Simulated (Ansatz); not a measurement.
## 1T-SrClI monolayer in a perpendicular field

Aim: how the 1T-SrClI monolayer screens a field along its normal, and what the field does to its bands. A positive field points along +c.

Main program and level: Ansatz 0.2.0; plane-wave DFT, PBE-D3(BJ), Ansatz PAW (set soft_1); PAW set soft_1.

### Step 1. The starting structure

The cell holds 3 atoms: 1 I, 1 Sr and 1 Cl. Its edges and angles: a = 4.265 Å, b = 4.265 Å, c = 38.357 Å, α = 90.0°, β = 90.0°, γ = 120.0°. Vacuum lies along c.

### Step 2. Relaxing the slab

The starting cell is a guess, so the in-plane lattice and the atoms are relaxed first, with the slab cut off from its images along the normal.

input.yaml reads:

```yaml
crystal:
  lattice:
    - [4.265215, 0.0, 0.0]
    - [-2.1326075, 3.6937845426, 0.0]
    - [0.0, 0.0, 38.3574781017]
  atoms:
    - { symbol: I, position: [0.6666666667, 0.3333333333, 0.4523237934] }
    - { symbol: Sr, position: [0.0, 0.0, 0.5081164853] }
    - { symbol: Cl, position: [0.3333333333, 0.6666666667, 0.5476762066] }
  periodic: [true, true, false]
kpoints:
  mp_grid: { grid: [12, 12, 1] }
hamiltonian:
  xc: pbe
  dispersion: d3bj
  pseudopotentials: { kind: paw, azcp: { folder: soft_1 } }
scf:
  occupations: { method: fermi_dirac, width: 0.05 }
  convergence: { dr2_threshold: 1.0e-09 }
relax:
  f_tol: 0.004
  max_steps: 90
  cell: {}
output:
  write_potential: true
  write_density: true
  volumetric_format: npy
```

The run is started by

```
> ansatz run input.yaml --threads 2 --pin off --max-ram 3072MiB --backend cpu --events-out ev --progress --plain --runs-dir out
```

Numbers of over 12 decimals in the logs are rounded to 6 here.

What it wrote:

```text
Warning: relax.cell: scf.convergence.dr2_threshold = 1e-9 eV is looser than the 1.60834876182e-10 eV advised for a relaxation that steers and ends on the stress (1e-10 eV for each atom of the cell: 3, times the square of relax.cell.stress_2d_tol = 0.05 N/m over 13.7 Å (the atoms' height at the walk's start and 5 Å past either face), 3.661e-2 GPa, over a crystal's default 0.05). What an SCF threshold leaves in a stress goes as its square root, and in the free energy as the threshold itself, and one threshold admits the most on a small cell: [figures from the program's tests cut] Set scf.convergence.dr2_threshold to 1.60834876182e-10 eV or tighter. [rest of the remark cut]
Engine: ansatz 0.2.0, aarch64-unknown-linux-gnu
Pseudopotentials: kind: paw
Pseudopotential: I, paw, valence charge 17, recommended cutoff 420 eV (normal), soft_1/I.paw.azcp
Pseudopotential: Sr, paw, valence charge 10, recommended cutoff 420 eV (normal), soft_1/Sr.paw.azcp
Pseudopotential: Cl, paw, valence charge 7, recommended cutoff 420 eV (normal), soft_1/Cl.paw.azcp
Functional definition: PBE
  parameter kappa = 0.804
  parameter beta = 0.066725
  exchange = pbe_x(kappa = kappa, mu = beta*pi^2/3)
  correlation = pbe_c(beta = beta)
Crystal: 3 atoms, lattice volume = 604.314 Å³
Basis set: ecut = 420 eV, 11751 PW (Γ), exchange–correlation on 60×60×540 points (8 copies of the dense FFT grid, shifted against one another)
Bands: 21, of which v1, the nominal top of the filled ones, is band 17 counted from 1 (16 counted from 0)
Symmetry: 6 space group operations
Space group: P3m1 (ITA 156), of the structure as read, at distance tolerance 8.5e-5 Å
k-points: 19 of 144 (time reversal used)
Non-local potential: I, projectors of the file, l = 0: 2, l = 1: 2, l = 2: 2, l = 3: 1
Non-local potential: Sr, projectors of the file, l = 0: 3, l = 1: 2, l = 2: 2
Non-local potential: Cl, projectors of the file, l = 0: 2, l = 1: 2, l = 2: 1
PAW form: soft (Blöchl's): semilocal exchange-correlation on the pseudo side does not see the compensation charge
PAW one-centre angular grid: I, 590 points (default); XC on 64 Gauss nodes
PAW one-centre angular grid: Sr, 110 points (default); XC on 64 Gauss nodes
PAW one-centre angular grid: Cl, 110 points (default); XC on 64 Gauss nodes
Initial density: superposition of atomic densities (neutral atoms: chi_scale 0, normalization atom)
Initial wavefunctions: pseudopotential atomic-orbital guess
Functional: x = pbe(κ = 0.804, μ = 0.219515), c = pbe(β = 0.066725)
iter 1 solved again at ethr=2.82e-3 eV; its pass at ethr=3.10e-3 eV (dr2=9.59e-1 eV) is discarded
SCF iter   1: F=—  HF=-12143.532009 eV  |F-HF|=—  |Δ(HF+E_count)|=         —  Δρ=8.84e-3  dr2=9.43e-1  ethr=2.82e-3  ⟨swp⟩=1.1  Hψ=5548  notcnv=0
preconditioner: auto → Resta (q_TF=auto, 1.689 Å⁻¹)  ε∞=1.4  [insulator: Δε(μ)=3.672 eV  Ē_g=8.730 eV  σ=0.050 eV  W_gap=1.00  n_scr=20 (ndim 8)  ℏωp=5.7 eV  f_vac=0.795  D(μ)=0.00/eV (n_scr^D=0)  ε∞_Penn≈1.4  vacuum switching on, ρ_ref=5.5e-3 e/Å³]
SCF iter   2: F=—  HF=-12143.306111 eV  |F-HF|=—  |Δ(HF+E_count)|=   2.26e-1  Δρ=3.59e-3  dr2=9.24e-2  ethr=2.77e-3  ⟨swp⟩=3.7  Hψ=761  notcnv=0
SCF iter   3: F=—  HF=-12143.328257 eV  |F-HF|=—  |Δ(HF+E_count)|=   2.21e-2  Δρ=1.64e-3  dr2=3.66e-2  ethr=2.72e-4  ⟨swp⟩=5.2  Hψ=1029  notcnv=0
SCF iter   4: F=—  HF=-12143.332592 eV  |F-HF|=—  |Δ(HF+E_count)|=   4.33e-3  Δρ=7.58e-4  dr2=1.40e-2  ethr=1.08e-4  ⟨swp⟩=5.6  Hψ=1012  notcnv=0
SCF iter   5: F=—  HF=-12143.332290 eV  |F-HF|=—  |Δ(HF+E_count)|=   3.02e-4  Δρ=2.25e-4  dr2=5.52e-4  ethr=4.11e-5  ⟨swp⟩=2.8  Hψ=700  notcnv=0
SCF iter   6: F=—  HF=-12143.332384 eV  |F-HF|=—  |Δ(HF+E_count)|=   9.36e-5  Δρ=9.24e-5  dr2=4.54e-5  ethr=1.62e-6  ⟨swp⟩=3.0  Hψ=685  notcnv=0
SCF iter   7: F=—  HF=-12143.332448 eV  |F-HF|=—  |Δ(HF+E_count)|=   6.36e-5  Δρ=2.60e-5  dr2=1.09e-5  ethr=1.33e-7  ⟨swp⟩=3.7  Hψ=918  notcnv=0
SCF iter   8: F=—  HF=-12143.332452 eV  |F-HF|=—  |Δ(HF+E_count)|=   4.58e-6  Δρ=8.45e-6  dr2=9.33e-7  ethr=3.20e-8  ⟨swp⟩=2.6  Hψ=572  notcnv=0
SCF iter   9: F=—  HF=-12143.332254 eV  |F-HF|=—  |Δ(HF+E_count)|=   1.98e-4  Δρ=1.13e-6  dr2=1.06e-8  ethr=2.75e-9  ⟨swp⟩=3.3  Hψ=782  notcnv=0
SCF iter  10: F=—  HF=-12143.332254 eV  |F-HF|=—  |Δ(HF+E_count)|=   4.87e-9  Δρ=4.21e-7  dr2=1.11e-9  ethr=3.11e-11  ⟨swp⟩=3.3  Hψ=885  notcnv=0
SCF iter  11: F=-12143.332254 eV  HF=-12143.332254 eV  |F-HF|=2.18e-11  |Δ(HF+E_count)|=  5.24e-10  Δρ=1.02e-7  dr2=7.98e-11  ethr=2.94e-12  ⟨swp⟩=12.7  Hψ=3179  notcnv=0
SCF 1 converged in 11 iterations: F = -12143.332254 eV  dr2 = 7.98e-11
  greatest PAW one-centre occupation: 0.999 electrons in one spin orbital (limit 2), on the I atom at site 0 (counted from 0), in its partial waves of l = 2
relax step   1: F+E_penalty+E_count = -12143.33225374 eV  Δ(F+E_penalty+E_count) = +0.000e0 eV  max|allowed force component| = 3.208e-1 eV/Å  Δτ_max = 0.0000 Å  P = +1.320 N/m  Ω = 604.314 Å³  fix = [c, alpha, beta]  reactions: c +0.000 N/m  (11 SCF iters, accepted)
Crystal: 3 atoms, lattice volume = 631.890 Å³
Basis set: ecut = 420 eV, 12471 PW (Γ), exchange–correlation on 60×60×540 points (8 copies of the dense FFT grid, shifted against one another)
Initial density: handed on by an earlier stage of this run
Initial wavefunctions: those handed on with the density
iter 1 solved again at ethr=1.32e-4 eV; its pass at ethr=3.10e-3 eV (dr2=4.49e-2 eV) is discarded
SCF iter   1: F=—  HF=-12143.419500 eV  |F-HF|=—  |Δ(HF+E_count)|=         —  Δρ=1.64e-3  dr2=4.17e-2  ethr=1.32e-4  ⟨swp⟩=2.9  Hψ=4024  notcnv=0
preconditioner: auto → Resta (q_TF=auto, 1.676 Å⁻¹)  ε∞=1.4  [insulator: Δε(μ)=3.946 eV  Ē_g=8.486 eV  σ=0.050 eV  W_gap=1.00  n_scr=38 (ndim 8)  ℏωp=5.5 eV  f_vac=0.812  D(μ)=0.00/eV (n_scr^D=0)  ε∞_Penn≈1.4  vacuum switching on, ρ_ref=5.2e-3 e/Å³]
SCF iter   2: F=—  HF=-12143.411666 eV  |F-HF|=—  |Δ(HF+E_count)|=   7.83e-3  Δρ=7.52e-4  dr2=7.00e-3  ethr=1.23e-4  ⟨swp⟩=5.6  Hψ=990  notcnv=0  defer=1
SCF iter   3: F=—  HF=-12143.410486 eV  |F-HF|=—  |Δ(HF+E_count)|=   1.18e-3  Δρ=4.09e-4  dr2=1.39e-3  ethr=2.06e-5  ⟨swp⟩=4.0  Hψ=883  notcnv=0
SCF iter   4: F=—  HF=-12143.410453 eV  |F-HF|=—  |Δ(HF+E_count)|=   3.33e-5  Δρ=1.76e-4  dr2=4.34e-4  ethr=4.10e-6  ⟨swp⟩=2.5  Hψ=604  notcnv=0
SCF iter   5: F=—  HF=-12143.410403 eV  |F-HF|=—  |Δ(HF+E_count)|=   5.03e-5  Δρ=5.05e-5  dr2=2.13e-5  ethr=1.28e-6  ⟨swp⟩=2.9  Hψ=608  notcnv=0
SCF iter   6: F=—  HF=-12143.410403 eV  |F-HF|=—  |Δ(HF+E_count)|=   7.12e-8  Δρ=1.33e-5  dr2=1.51e-6  ethr=6.27e-8  ⟨swp⟩=3.3  Hψ=744  notcnv=0
[...]
SCF iter   7: F=—  HF=-12143.444082 eV  |F-HF|=—  |Δ(HF+E_count)|=   4.42e-8  Δρ=8.76e-7  dr2=4.82e-9  ethr=1.17e-10  ⟨swp⟩=3.3  Hψ=810  notcnv=0
SCF iter   8: F=-12143.444082 eV  HF=-12143.444082 eV  |F-HF|=4.47e-10  |Δ(HF+E_count)|=   8.09e-9  Δρ=2.00e-7  dr2=3.36e-10  ethr=2.94e-12  ⟨swp⟩=13.2  Hψ=3240  notcnv=0
SCF 3 converged in 8 iterations: F = -12143.444082 eV  dr2 = 3.36e-10
relax step   3: F+E_penalty+E_count = -12143.44408155 eV  Δ(F+E_penalty+E_count) = -3.387e-2 eV  max|allowed force component| = 1.396e-1 eV/Å  Δτ_max = 0.0554 Å  P = +0.660 N/m  Ω = 659.912 Å³  energy of the carried Pulay correction = -3.266e-4 eV  fix = [c, alpha, beta]  reactions: c +0.000 N/m  (8 SCF iters, accepted)
[...]
relax step   4: F+E_penalty+E_count = -12143.45554473 eV  Δ(F+E_penalty+E_count) = -1.146e-2 eV  max|allowed force component| = 4.561e-2 eV/Å  Δτ_max = 0.0338 Å  P = +0.130 N/m  Ω = 682.674 Å³  energy of the carried Pulay correction = -4.521e-4 eV  fix = [c, alpha, beta]  reactions: c +0.000 N/m  (8 SCF iters, accepted)
[...]
relax step   5: F+E_penalty+E_count = -12143.45590434 eV  Δ(F+E_penalty+E_count) = -3.596e-4 eV  max|allowed force component| = 4.752e-2 eV/Å  Δτ_max = 0.0116 Å  P = -0.021 N/m  Ω = 685.632 Å³  energy of the carried Pulay correction = -4.681e-4 eV  fix = [c, alpha, beta]  reactions: c -0.000 N/m  (8 SCF iters, accepted)
[...]
relax step   6: F+E_penalty+E_count = -12143.45610758 eV  Δ(F+E_penalty+E_count) = -2.032e-4 eV  max|allowed force component| = 6.474e-3 eV/Å  Δτ_max = 0.0060 Å  P = -0.003 N/m  Ω = 685.112 Å³  energy of the carried Pulay correction = -4.653e-4 eV  fix = [c, alpha, beta]  reactions: c -0.000 N/m  (7 SCF iters, accepted)
[...]
relax step   7: F+E_penalty+E_count = -12143.45611151 eV  Δ(F+E_penalty+E_count) = -3.933e-6 eV  max|allowed force component| = 1.529e-4 eV/Å  Δτ_max = 0.0007 Å  P = -0.000 N/m  Ω = 685.101 Å³  energy of the carried Pulay correction = -4.653e-4 eV  fix = [c, alpha, beta]  reactions: c -0.000 N/m  (5 SCF iters, accepted)
Basis set: ecut = 420 eV, 13443 PW (Γ), exchange–correlation on 64×64×540 points (8 copies of the dense FFT grid, shifted against one another)
Initial wavefunctions: pseudopotential atomic-orbital guess (no wavefunctions were taken with the density)
iter 1 solved again at ethr=8.10e-6 eV; its pass at ethr=3.10e-3 eV (dr2=2.75e-3 eV) is discarded
SCF iter   1: F=—  HF=-12143.446825 eV  |F-HF|=—  |Δ(HF+E_count)|=         —  Δρ=1.60e-4  dr2=5.69e-6  ethr=8.10e-6  ⟨swp⟩=4.3  Hψ=5900  notcnv=0
eigensolver tolerance schedule: the retry pair's looser diagonalisation over-reported the residual by 482.94 of it (diagonalisation noise at an unbounded share of the residual, at the tolerance the schedule requests for it); recorded, not acted on — ethr = c·dr2/N_el stays at c = 1.0e-1
preconditioner: auto → Resta (q_TF=auto, 1.654 Å⁻¹)  ε∞=1.4  [insulator: Δε(μ)=4.389 eV  Ē_g=8.419 eV  σ=0.050 eV  W_gap=1.00  n_scr=50 (ndim 8)  ℏωp=5.3 eV  f_vac=0.815  D(μ)=0.00/eV (n_scr^D=0)  ε∞_Penn≈1.4  vacuum switching on, ρ_ref=5.1e-3 e/Å³]
SCF iter   2: F=—  HF=-12143.453332 eV  |F-HF|=—  |Δ(HF+E_count)|=   6.51e-3  Δρ=8.00e-5  dr2=1.88e-6  ethr=1.67e-8  ⟨swp⟩=4.3  Hψ=1199  notcnv=0
SCF iter   3: F=—  HF=-12143.455892 eV  |F-HF|=—  |Δ(HF+E_count)|=   2.56e-3  Δρ=3.18e-5  dr2=6.19e-7  ethr=5.53e-9  ⟨swp⟩=3.8  Hψ=879  notcnv=0
SCF iter   4: F=—  HF=-12143.456498 eV  |F-HF|=—  |Δ(HF+E_count)|=   6.07e-4  Δρ=8.25e-6  dr2=8.23e-8  ethr=1.82e-9  ⟨swp⟩=3.8  Hψ=865  notcnv=0
SCF iter   5: F=—  HF=-12143.456567 eV  |F-HF|=—  |Δ(HF+E_count)|=   6.84e-5  Δρ=1.64e-6  dr2=9.16e-9  ethr=2.42e-10  ⟨swp⟩=3.6  Hψ=818  notcnv=0
SCF iter   6: F=-12143.456572 eV  HF=-12143.456572 eV  |F-HF|=4.48e-7  |Δ(HF+E_count)|=   5.30e-6  Δρ=3.40e-7  dr2=4.75e-10  ethr=2.94e-12  ⟨swp⟩=19.9  Hψ=4271  notcnv=0
SCF 8 converged in 6 iterations: F = -12143.456572 eV  dr2 = 4.75e-10
relax step   8: F+E_penalty+E_count = -12143.45657240 eV  Δ(F+E_penalty+E_count) = -4.609e-4 eV  max|allowed force component| = 3.225e-4 eV/Å  Δτ_max = 0.0000 Å  P = +0.001 N/m  Ω = 685.101 Å³  fix = [c, alpha, beta]  reactions: c +0.000 N/m  stress off target by 1.18e-3 N/m on what of the cell is left free  SCF on the basis re-selected at this cell (its energy is not comparable with the rows above)  (6 SCF iters)
basis re-selected at this cell: Δ(F+E_penalty+E_count) = -4.609e-4 eV, ΔP = +0.001 N/m vs the last step (what re-selecting the basis moved, of the pressure what is left beyond the Pulay correction that the steps carried, after the strain that the cell walked since its last selection, with what the two solves' SCF thresholds leave and, on support functions, any second-order correction that the steps lacked; it is no measure of the basis error at this ecutwfc). The dense FFT grid was sized anew with the basis: this SCF ran on 32×32×270 points, the steps before it on 30×30×270, so part of this shift can come from that change (see relax.cell in the input reference). [rest of the remark cut]
WARN: The output density's exchange-correlation potential varies sharply where the density is thin. Do not read a vacuum level from v_tot or v_xc, or from such a field of the output density. On a cell that repeats whose density bears no net charge and no dipole along the vacuum's axis use v_es (v_loc + v_h of the components); under efield.dipole_correction with no amplitude use v_es + v_field, which holds any externa [...]
SCF converged after 6 iterations
Free energy (F): -12143.456572 eV
Harris-Foulkes:  -12143.456572 eV  (|F-HF|=4.48e-7)
Internal energy: -12143.456572 eV  (E = F + TS)
E sigma→0 (E₀):  -12143.456572 eV
Fermi energy:    -4.392400 eV
--- Per-component energies (eV) ---
  E_band       = -881.481488
  E_kinetic    = 545.054724
  E_local      = -49873.622915  (includes V_loc(G=0)·N_el)
  E_nonlocal   = 380.432421
  E_hartree    = 24413.226350
  E_xc         = -391.478437
  E_vxc        = -384.074621  (∫ρ·V_xc dr)
  E_paw        = -8134.184418  (= ΣΔE_a)
  E_vpaw       = -375.723007  (= ΣTr[D̂ρ^β])
  E_aug_tail   = -0.002383  (compensation charges beyond the density's cutoff)
  E_ewald      = 20917.595091
  E_disp       = -0.477005  (pairwise vdW)
  E_smearing   = -0.000000  (= −TS)
  E_closure    = 0.000000  (closes the sum)
  Σ components = -12143.456572   (vs F -12143.456572, Δ=0.00e0)
--- Forces (eV/Å), atoms counted from 1 ---
  atom   1  I      0.00000000     0.00000000     0.00032075
  atom   2  Sr    -0.00000000    -0.00000000    -0.00000845
  atom   3  Cl     0.00000000    -0.00000000    -0.00031752
  max |Σ_I F_I| component: 5.23e-6 eV/Å
--- 2D stress c σ (N/m, compression-positive) ---
        0.001184       0.000000      -0.000000
        0.000000       0.001184      -0.000000
       -0.000000      -0.000000       0.000000
  P = ½ c Tr σ = 0.0012 N/m
--- Band table (eV; the first three rows and the last of 19) ---
  k-point 0: bands = [... 13 lower, -8.8450, -7.2978, -6.5970, -6.5970, -2.2031 (-2.2031°), -1.2818, -1.2818, -1.1784]
  k-point 1: bands = [... 13 lower, -8.8402, -7.2776, -6.7216, -6.6256, -2.0734 (-2.0734°), -1.4277 (-1.4277°), -1.1996, -1.0147]
  k-point 2: bands = [... 13 lower, -8.8274, -7.2614, -6.9948, -6.6998, -1.8452 (-1.8452°), -1.5299 (-1.5299°), -0.9728, -0.8418]
  k-point 18: bands = [... 13 lower, -8.6346, -7.6149, -7.5038, -7.2195, -1.3164, -1.0289, -0.6290, 0.2233]
  ° read free of the cell's end (the report's vacuum.weakly_bound_levels)
--- Relaxed structure (7 steps of the walk, 7 accepted, 1 SCFs on fresh bases) ---
  F+E_penalty+E_count = -12143.45657240 eV   max|allowed force component| = 3.225e-4 eV/Å   (the final SCF, on the basis selected at the relaxed cell)
  cell:  # Å, volume = 685.1012 Å³
    - [4.541371, 0, 0]
    - [-2.270686, 3.932943, 0]
    - [0, 0, 38.3574781017]
  atoms:
    - { symbol: I, position: [0.666667, 0.333333, 0.457627] }
    - { symbol: Sr, position: [0, 0, 0.508106] }
    - { symbol: Cl, position: [0.333333, 0.666667, 0.542383] }
```

The job ended after 2 min (2 threads of Arm Neoverse V1, shared host; peak memory 0.82 GiB; 3.8 min of CPU time).

The steps of the relaxation:

| step | energy less that of the first step (eV) | largest force component (eV/Å) | volume (Å³) |
| --- | --- | --- | --- |
| 1 | 0.0000 | 0.3208 | 604.31 |
| 2 | -0.0780 | 0.0827 | 631.89 |
| 3 | -0.1118 | 0.1396 | 659.91 |
| 4 | -0.1233 | 0.0456 | 682.67 |
| 5 | -0.1236 | 0.0475 | 685.63 |
| 6 | -0.1239 | 0.0065 | 685.11 |
| 7 | -0.1239 | 0.0002 | 685.10 |
| 8* | -0.1243 | 0.0003 | 685.10 |

Relaxation steps marked * repeat the geometry before them on a plane-wave basis chosen anew for their cell, so energy and pressure can jump there.

The run keeps the 6 symmetry operations that it works with, so distortions that break them were not tested.

```
cell as run  before  after  change
      a (Å)   4.265  4.541  +6.5 %
      b (Å)   4.265  4.541  +6.5 %
```

The atoms that moved most (Å, along periodic axes as changes of fractional coordinates times the final cell, across vacuum about the mean position):

| atom | dx | dy | dz | length |
| --- | --- | --- | --- | --- |
| I1 | 0.000 | 0.000 | 0.203 | 0.203 |
| Cl3 | 0.000 | 0.000 | -0.203 | 0.203 |

Final coordinates:

```
I Sr Cl
1.0
     4.54137    0.00000    0.00000
    -2.27069    3.93294    0.00000
     0.00000    0.00000   38.35748
I Sr Cl
1 1 1
Direct
  0.66667 0.33333 0.45763
  0.00000 0.00000 0.50811
  0.33333 0.66667 0.54238
```

This step gave:

```
gap on the k-mesh : 4.394 eV
```

The lattice constant a goes from 4.265 to 4.541 Å.

(Continued in part 2 of 2.)

[Logs are printed without paths, hosts, clocks, repeated set-up lines and the standing remarks that a program may print on its own settings, such as how far it seeks lower states.]

[Hosts, paths, dates, database ids (printed as entryN), source tags and the programs' standing remarks are cut or masked in the printed files.]

[Maps of the electrostatic potential energy from Ansatz leave out the sawtooth potential of an applied field or a dipole correction, so their vacuum need not be flat; planar profiles and work functions include it.]
